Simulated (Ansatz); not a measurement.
# K on Sc(0001): change of the work function, part 2 of 3

How does K on the fcc site change the work function of Sc(0001) as the layer fills?

Ansatz 0.2.0; plane-wave DFT, r2SCAN, Ansatz PAW.

So far, work function, upper face (eV): step 2 (the clean slab) 3.68; step 3 (37 atoms, coverage 0.111 ML, cell 3x3) 2.36.

## Step 4: Adsorbate added, k-mesh 5×5×1, coverage 0.25 ML

System of this step: K/Sc(0001). The cell holds 17 atoms: 16 Sc and 1 K. Its edges and angles: a = 6.620 Å, b = 6.620 Å, c = 29.247 Å, α = 90.0°, β = 90.0°, γ = 60.0°. Vacuum lies along c.

Another coverage, to see how the dipoles act on each other as their distance changes.

input.yaml

```yaml
crystal:
  lattice:
    - [6.62, 0.0, 0.0]
    - [3.31, 5.733088173, 0.0]
    - [0.0, 0.0, 29.2469943085]
  atoms:
    - { symbol: Sc, position: [0.3333333333, 0.3333333333, 0.307723929] }
    - { symbol: Sc, position: [0.0, 0.0, 0.3979236252] }
    - { symbol: Sc, position: [0.3333333333, 0.3333333333, 0.4886627738] }
    - { symbol: Sc, position: [0.0, 0.0, 0.5753882813] }
    - { symbol: Sc, position: [0.3333333333, 0.8333333333, 0.307723929] }
    - { symbol: Sc, position: [0.0, 0.5, 0.3979236252] }
    - { symbol: Sc, position: [0.3333333333, 0.8333333333, 0.4886627738] }
    - { symbol: Sc, position: [0.0, 0.5, 0.5753882813] }
    - { symbol: Sc, position: [0.8333333333, 0.3333333333, 0.307723929] }
    - { symbol: Sc, position: [0.5, 0.0, 0.3979236252] }
    - { symbol: Sc, position: [0.8333333333, 0.3333333333, 0.4886627738] }
    - { symbol: Sc, position: [0.5, 0.0, 0.5753882813] }
    - { symbol: Sc, position: [0.8333333333, 0.8333333333, 0.307723929] }
    - { symbol: Sc, position: [0.5, 0.5, 0.3979236252] }
    - { symbol: Sc, position: [0.8333333333, 0.8333333333, 0.4886627738] }
    - { symbol: Sc, position: [0.5, 0.5, 0.5753882813] }
    - { symbol: K, position: [0.1666666667, 0.1666666667, 0.692276071] }
kpoints:
  mp_grid: { grid: [5, 5, 1] }
hamiltonian:
  xc: r2scan
scf:
  occupations: { method: fermi_dirac, width: 0.1 }
  convergence: { dr2_threshold: 1.0e-08 }
efield:
  axis: 3
  dipole_correction: true
  ramp_position: 0.97
  ramp_width: 0.06
relax:
  f_tol: 0.02
  max_steps: 60
  constraints: [{ sites: [0, 1, 4, 5, 8, 9, 12, 13] }]
output:
  bader: true
  dos: { projected: true, e_range: [-8, 4] }
  write_potential: true
  write_density: true
  volumetric_format: npy
  elf: true
```

Command:

```
$ ansatz run input.yaml --threads 8 --pin off --max-ram 12288MiB --backend cpu --events-out ev --progress --plain --runs-dir out
```

Wall time 2 min (8 threads of Arm Neoverse V2, shared host); peak memory 5.5 GiB; 16 min of CPU time.

Step by step:

```
step  energy less that of the first step (eV)  largest force component (eV/Å)
   1                                   0.0000                          0.2562
   2                                  -0.0220                          0.0651
   3                                  -0.0245                          0.0169
```

Forces are held to the 6 operations that the run works with; a distortion that breaks them can't arise in this run.

The atoms that moved most (Å):

```
atom      dx      dy      dz  length
Sc16   0.000   0.000   0.111   0.111
 Sc4   0.011   0.006  -0.059   0.060
Sc12  -0.011   0.006  -0.059   0.060
 Sc8   0.000  -0.013  -0.059   0.060
Sc15   0.000   0.000  -0.050   0.050
 K17   0.000   0.000  -0.048   0.048
 Sc7   0.000  -0.003  -0.020   0.020
Sc11  -0.002   0.001  -0.020   0.020
```

The relaxed structure:

```cif
data_structure
_symmetry_space_group_name_H-M 'P 1'
_symmetry_Int_Tables_number 1
_cell_length_a 6.6200
_cell_length_b 6.6200
_cell_length_c 29.2470
_cell_angle_alpha 90.000
_cell_angle_beta 90.000
_cell_angle_gamma 60.000
_cell_volume 1110.01
loop_
_atom_site_label
_atom_site_type_symbol
_atom_site_fract_x
_atom_site_fract_y
_atom_site_fract_z
_atom_site_occupancy
Sc1 Sc 0.33333 0.33333 0.30772 1
Sc2 Sc 0.00000 0.00000 0.39792 1
Sc3 Sc 0.33355 0.33355 0.48798 1
Sc4 Sc 0.00113 0.00113 0.57339 1
Sc5 Sc 0.33333 0.83333 0.30772 1
Sc6 Sc 0.00000 0.50000 0.39792 1
Sc7 Sc 0.33355 0.83289 0.48798 1
Sc8 Sc 0.00113 0.49774 0.57339 1
Sc9 Sc 0.83333 0.33333 0.30772 1
Sc10 Sc 0.50000 0.00000 0.39792 1
Sc11 Sc 0.83289 0.33355 0.48798 1
Sc12 Sc 0.49774 0.00113 0.57339 1
Sc13 Sc 0.83333 0.83333 0.30772 1
Sc14 Sc 0.50000 0.50000 0.39792 1
Sc15 Sc 0.83333 0.83333 0.48694 1
Sc16 Sc 0.50000 0.50000 0.57917 1
K17 K 0.16667 0.16667 0.69064 1
```

This step gave:

```yaml
energy_at_zero_smearing: -35785.8514 eV
work_function_upper_face: 1.705 eV
work_function_lower_face: 3.750 eV
dipole_along_the_normal: 0.4291 e·Å
step_between_the_vacuum_levels: -2.046 eV
```

Running mean over 2.638 Å of the planar mean; the ramp of the sawtooth is left out. Table of electron's electrostatic potential energy less the Fermi level by z:

z (Å), electron's electrostatic potential energy less the Fermi level (eV) and a bar from the least value:
```
        4       3.75 ##############################
        5       3.71 ##############################
        6       3.47 #############################
        7       1.91 ########################
        8      -3.54 #######
        9      -5.62 
       10      -5.29 #
       11      -5.18 #
       12      -5.24 #
       13      -5.29 #
       14      -5.20 #
       15      -5.45 #
       16      -5.64 
       17      -5.46 #
       18      -2.45 ##########
       19       1.12 ######################
       20       0.78 #####################
       21       0.49 ####################
       22       1.31 ######################
       23       1.62 #######################
       24       1.68 #######################
       25       1.70 #######################
       26       1.70 #######################
```

The density of states has structure finer than the step of the table below, so its rows give means over 0.25 eV, whole bins alone (the curve runs from -8 to 0.84 eV). Peaks (eV: height): -1.440: 63.9, -0.300: 50.7, -0.150: 61.1, -0.030: 106, 0.060: 63.9, 0.270: 38.4, 0.480: 91.9.

Table of density of states by energy, zero at the Fermi level; means over each step:

energy (eV), density of states (states/eV a cell) and a bar:
```
    -5.50          0 
    -5.25          0 
    -5.00          1 #
    -4.75          1 #
    -4.50          2 #
    -4.25          3 ##
    -4.00          3 ##
    -3.75          5 ####
    -3.50          0 
    -3.25          4 ###
    -3.00          6 #####
    -2.75          7 #####
    -2.50          4 ###
    -2.25          5 ###
    -2.00         12 ########
    -1.75         10 #######
    -1.50         16 ############
    -1.25         13 #########
    -1.00         15 ###########
    -0.75         14 ##########
    -0.50         21 ###############
    -0.25         39 ############################
     0.00         42 ##############################
     0.25         29 #####################
     0.50         31 ######################
```

Projected DOS per atom over height of the atomic layer and energy from the Fermi level. Layers: Sc4 Sc4 Sc4 Sc4 K from below.

Ten even steps from '_' (0.00 states/eV) to '@' (2.51 states/eV), each cell a mean:
```
##::::**__
@@==--##__
%%%%%%@@--
--------::
--------__
--------__
::::::::__
........__
........__
........__
__________
........__
__________
__________
__________
__________
__________
__________
__________
__________
__________
__________
```
Columns: height of the atomic layer (Å) from 9 to 20.2 (not evenly spaced); rows upwards: energy from the Fermi level (eV) from -7.96 to 0.745.

Valence density in the ca plane at fractional y = 0.000, with atoms of Sc within 0.2 Å of it. It is the smooth field of the valence electrons, not physical close to the nuclei.

Values in e/Å³, 10 rows by 16 columns, each cell a mean:
```
1.6 3.5 0.2 0.1 0.1 1.0 3.9 0.3 0.0 0.0 0.0 0.0 0.0 0.0 0.0 0.0
0.2 0.3 0.1 0.2 0.2 0.2 0.3 0.1 0.0 0.0 0.0 0.0 0.0 0.0 0.0 0.0
0.1 0.1 0.1 0.3 0.2 0.1 0.1 0.1 0.0 0.0 0.0 0.0 0.0 0.0 0.0 0.0
0.4 0.7 0.1 0.2 0.1 0.3 0.8 0.1 0.0 0.0 0.0 0.0 0.0 0.0 0.0 0.0
2.2 4.6 0.2 0.1 0.1 1.4 5.3 0.4 0.0 0.0 0.0 0.0 0.0 0.0 0.0 0.0
1.6 3.5 0.2 0.1 0.1 1.0 4.1 0.3 0.0 0.0 0.0 0.0 0.0 0.0 0.0 0.0
0.2 0.3 0.1 0.2 0.2 0.2 0.3 0.1 0.0 0.2 0.1 0.0 0.0 0.0 0.0 0.0
0.1 0.1 0.1 0.3 0.2 0.1 0.1 0.1 0.1 0.3 0.2 0.0 0.0 0.0 0.0 0.0
0.4 0.7 0.1 0.2 0.1 0.3 0.9 0.1 0.0 0.1 0.1 0.0 0.0 0.0 0.0 0.0
2.2 4.6 0.2 0.1 0.1 1.4 5.4 0.4 0.0 0.0 0.0 0.0 0.0 0.0 0.0 0.0
```
Columns run along c (16.0 Å, from fractional 0.36 to 0.91 of the cell), rows up along a (6.6 Å). Atoms in or near the plane, at fractional coordinates: Sc at (0.40, 0.00), Sc at (0.57, 0.00), Sc at (0.40, 0.50), Sc at (0.57, 0.50).

Electrostatic potential energy in the ca plane at fractional y = 0.000, with atoms of Sc within 0.2 Å of it. With pseudopotentials it is smooth inside the atoms' cores, unlike the true potential.

Ten even steps from '0' (-50 eV) to '9' (5 eV), each cell a mean:
```
73001589999999850005899999999999999999999999
86435789999999874347899999999999999999999999
98778899988899987778999999999999999999999999
99999999877789999999999999999999999999999999
99999999877789999999999999999999999999999999
99888999887899998889999999999999999999999999
87656899998999986567999999999999999999999999
85102689999999862025899999999999999999999999
73000589999999740004799999999999999999999999
73001589999999850004799999999999999999999999
86435799999999874347899999999999999999999999
98778899988899987778999998888999999999999999
99999999877789999999999998778899999999999999
99999999877789999999999998778899999999999999
99888999987889998889999998888999999999999999
87656899998999976567999999889999999999999999
85102689999999852025899999999999999999999999
73000589999999740004799999999999999999999999
```
Columns run along c (16.0 Å, from fractional 0.36 to 0.91 of the cell; values clipped at the 3rd and 97th percentile), rows up along a (6.6 Å). Atoms in or near the plane, at fractional coordinates: Sc at (0.40, 0.00), Sc at (0.57, 0.00), Sc at (0.40, 0.50), Sc at (0.57, 0.50).

ELF in the ca plane at fractional y = 0.000, with atoms of Sc within 0.2 Å of it. It is the smooth field of the valence electrons, not physical close to the nuclei.

Ten even steps from '0' (0.00) to '9' (0.81), each cell a mean:
```
27758514888984168587103442100000000000000000
14786214543454127873013444321111100000000000
21221133211124311211134544433221100000000000
54223553112113553222455544433221100000000000
65334663112113665334555544433221100000000000
42111343111113431111245544433221100000000000
12553124322234214541024544332211100000000000
16888414666774158885113443210011100000000000
28527614899994276168203431000000000000000000
27758514888984167477113310000000000000000000
14786214543454137873124100121000000000000000
21221134211123312221254102564200000100000000
54223563112113553223674015897300000100000000
65334663112113664334674016997410000100000000
42111353111113431112464014786300000100000000
12553124322234214641134101342100000100000000
16888414776774158786114200000000000000000000
28527614899994276168203420000000000000000000
```
Columns run along c (16.0 Å, from fractional 0.36 to 0.91 of the cell), rows up along a (6.6 Å). Atoms in or near the plane, at fractional coordinates: Sc at (0.40, 0.00), Sc at (0.57, 0.00), Sc at (0.40, 0.50), Sc at (0.57, 0.50).

The relaxation took 3 steps and lowered the energy by 0.025 eV; the largest force on the free atoms ends at 0.017 eV/Å.

By hand: a sheet of dipoles makes a step −p/(ε₀A) in the electron's potential. With e/ε₀ = 180.95 V·Å, p = 0.4291 e·Å and A = 37.95 Å², that is −180.95 × (0.4291) / 37.95 = -2.046 eV, and the two vacuum levels of the run differ by -2.046 eV.

The covered face has 1.70 eV, -1.97 eV against the clean one; the bare back face has moved by +0.00 eV, a measure of how thin the slab is.

## Step 5: Work function against coverage

This step: plane-wave DFT, r2SCAN, Ansatz PAW; work function against coverage (Ansatz 0.2.0).

The runs are now put side by side.

This step gave:

```
work function of the clean face     : 3.678 eV
largest change of the work function : -1.973 eV
```

Table of work function of the covered face by coverage:

```
coverage (adsorbates/nm²)  work function of the covered face (eV)
                     0.00                                    3.68
                     1.17                                    2.36
                     2.63                                    1.70
```

The dipole per adsorbate comes from the change of the cell's dipole. Coverage, by row:

```
coverage (1/nm²)  coverage (ML)  work function (eV)  change (eV)  dipole per adsorbate, positive end outwards (debye)  mean height of the added atoms over the highest substrate atom (Å)
           1.171         0.1111               2.359       -1.319                                                2.986                                                               3.297
           2.635           0.25               1.705       -1.973                                                 1.99                                                                3.26
```

## Step 6: The slab at 0.25 ML, atoms frozen

This step: plane-wave DFT, r2SCAN, Ansatz PAW (Ansatz 0.2.0).

To see where the charge goes, the covered slab, the bare substrate and the adsorbate layer are each run at the same frozen positions and on the same grid.

input.yaml

```yaml
crystal:
  lattice:
    - [6.62, 0.0, 0.0]
    - [3.31, 5.733088173, 0.0]
    - [0.0, 0.0, 29.2469943085]
  atoms:
    - { symbol: Sc, position: [0.3333333333, 0.3333333333, 0.307723929] }
    - { symbol: Sc, position: [0.0, 0.0, 0.3979236252] }
    - { symbol: Sc, position: [0.3335533219, 0.3335533219, 0.4879792038] }
    - { symbol: Sc, position: [0.0011317462, 0.0011317462, 0.5733866517] }
    - { symbol: Sc, position: [0.3333333333, 0.8333333333, 0.307723929] }
    - { symbol: Sc, position: [0.0, 0.5, 0.3979236252] }
    - { symbol: Sc, position: [0.3335533219, 0.8328933562, 0.4879792038] }
    - { symbol: Sc, position: [0.0011317462, 0.4977365076, 0.5733866517] }
    - { symbol: Sc, position: [0.8333333333, 0.3333333333, 0.307723929] }
    - { symbol: Sc, position: [0.5, 0.0, 0.3979236252] }
    - { symbol: Sc, position: [0.8328933562, 0.3335533219, 0.4879792038] }
    - { symbol: Sc, position: [0.4977365076, 0.0011317462, 0.5733866517] }
    - { symbol: Sc, position: [0.8333333333, 0.8333333333, 0.307723929] }
    - { symbol: Sc, position: [0.5, 0.5, 0.3979236252] }
    - { symbol: Sc, position: [0.8333333333, 0.8333333333, 0.4869382018] }
    - { symbol: Sc, position: [0.5, 0.5, 0.5791667995] }
    - { symbol: K, position: [0.1666666667, 0.1666666667, 0.6906374489] }
kpoints:
  mp_grid: { grid: [5, 5, 1] }
hamiltonian:
  xc: r2scan
scf:
  occupations: { method: fermi_dirac, width: 0.1 }
  convergence: { dr2_threshold: 1.0e-08 }
efield:
  axis: 3
  dipole_correction: true
  ramp_position: 0.97
  ramp_width: 0.06
output:
  write_potential: true
  write_density: true
  volumetric_format: npy
```

The job ended after 39 s (8 threads; peak memory 5.1 GiB).

This step gave:

- dipole along the normal: 0.4290 e·Å
- step between the vacuum levels: -2.045 eV

The work function of the upper face is 1.70 eV.

## Step 7: The substrate of the 0.25 ML cell alone

System of this step: K/Sc(0001), substrate alone, atoms held. The cell holds 16 atoms: 16 Sc. Cell: a = 6.620 Å, b = 6.620 Å, c = 29.247 Å, α = 90.0°, β = 90.0°, γ = 60.0°. Vacuum lies along c.

The second part, atoms unmoved.

Edit input.yaml of step 6 so:

```diff
@@ -22,3 +22,2 @@
     - { symbol: Sc, position: [0.5, 0.5, 0.5791667995] }
-    - { symbol: K, position: [0.1666666667, 0.1666666667, 0.6906374489] }
 kpoints:
```

Wall time 30 s (8 threads); peak memory 4.9 GiB.

This step gave:

```yaml
energy_at_zero_smearing: -34242.5536 eV
work_function_upper_face: 3.689 eV
work_function_lower_face: 3.749 eV
dipole_along_the_normal: 0.01259 e·Å
step_between_the_vacuum_levels: -0.06001 eV
```

The work function of the upper face is 3.69 eV.

## Step 8: The adsorbate layer of the 0.25 ML cell alone

System of this step: K/Sc(0001), adsorbate layer alone, atoms held. The cell holds 1 atom: 1 K. Cell: a = 6.620 Å, b = 6.620 Å, c = 29.247 Å, α = 90.0°, β = 90.0°, γ = 60.0°. Vacuum lies along c.

The third part; a free layer of atoms may carry a moment, so spin is on.

input.yaml, the sections that differ from step 7:

```yaml
crystal:
  lattice:
    - [6.62, 0.0, 0.0]
    - [3.31, 5.733088173, 0.0]
    - [0.0, 0.0, 29.2469943085]
  atoms:
    - { symbol: K, position: [0.1666666667, 0.1666666667, 0.6906374489], spin: 1.0 }
magnetization:
  spin_polarized: true
# kpoints, hamiltonian, scf, efield, output: as in step 7
```

Run time: 28 s. Hardware: 8 threads; peak memory 3.3 GiB.

Numbers from this step:

```
energy at zero smearing   : -1541.8120 eV
total moment              : 0.1799 μB
site moments              : 0.1211 μB
work function, upper face : 2.386 eV
dipole along the normal   : 3.61e-5 e·Å
```

Site moment by atom:

```
atom  site moment (μB)
  K1             0.121
```

The free layer carries a moment of 0.2 μB a cell.

## Step 9: Where the charge went at 0.25 ML

This step: plane-wave DFT, r2SCAN, Ansatz PAW; density difference on adsorption (Ansatz 0.2.0).

The densities of the parts are taken from that of the whole and averaged over planes; the first moment of what is left gives the step in the potential.

This step gave:

| Quantity | Value |
| --- | --- |
| largest charge moved | 0.005423 e/Å² |
| potential step from the moved charge | -1.986 eV |

The electron density difference oscillates, so the rows of the table below give means over windows of 1 Å about each position, cut where the curve ends. Its maxima inside the range that stand out by 2 % of the span (Å: e/Å³): 11.6: 2.6e-4, 13.7: 7.0e-4, 16.2: 0.00231, 18.6: 0.00795. Its minima: 12.7: -2.5e-4, 14.8: -0.00159, 17.2: -0.00636, 21.7: -0.00220.

Planar mean, whole system less its parts. Table of electron density difference by z; means over each step:

```
z (Å)  electron density difference (e/Å³)
    5                              4.7e-8
    6                              1.1e-6
    7                              1.0e-5
    8                             -1.6e-6
    9                             -2.6e-6
   10                             -9.3e-6
   11                             -3.1e-5
   12                             -5.1e-6
   13                             -4.9e-5
   14                              3.9e-4
   15                             -9.1e-4
   16                             0.00129
   17                            -0.00465
   18                             0.00416
   19                             0.00518
   20                             -6.9e-4
   21                            -0.00157
   22                            -0.00193
   23                             -8.7e-4
   24                             -2.4e-4
   25                             -5.0e-5
   26                             -8.6e-6
   27                             -1.3e-6
   28                             -1.9e-7
```

The electrons moved below z oscillates, so the rows of the table below give means over windows of 1 Å about each position, cut where the curve ends. Its maxima inside the range that stand out by 2 % of the span (Å: e/Å²): 14.4: 3.4e-4, 16.4: 7.3e-4, 19.5: 0.00542. Its minima: 13.1: -1.7e-4, 15.4: -6.2e-4, 17.6: -0.00432.

Planar mean, whole system less its parts. Electrons moved below z against z; means over each step:

z (Å), electrons moved below z (e/Å²) and a bar from the least value:
```
        6    0.00000 ##########
        7    0.00001 ##########
        8    0.00002 ##########
        9   -0.00001 ##########
       10    0.00003 ##########
       11   -0.00004 ##########
       12    0.00001 ##########
       13   -0.00013 #########
       14    0.00019 ###########
       15   -0.00033 #########
       16    0.00004 ##########
       17   -0.00171 ###
       18   -0.00254 
       19    0.00374 #########################
       20    0.00512 ##############################
       21    0.00386 #########################
       22    0.00194 ##################
       23    0.00060 ############
       24    0.00014 ##########
       25    0.00002 ##########
       26    0.00000 ##########
       27    0.00000 ##########
       28    0.00000 ##########
```

[end of part 2 of 3]

[Logs are printed without paths, hosts, clocks, repeated set-up lines and the standing remarks that a program may print on its own settings, such as how far it seeks lower states.]

[Hosts, paths, dates, database ids (printed as entryN), source tags and the programs' standing remarks are cut or masked in the printed files.]

[Maps of the electrostatic potential energy from Ansatz leave out the sawtooth potential of an applied field or a dipole correction, so their vacuum need not be flat; planar profiles and work functions include it.]

[The density of states shown here was stored with 400 of the rows of the run's finer table, so its peaks can read low, often by over a quarter, or be missed, and its means over a window can be off by a tenth or more.]
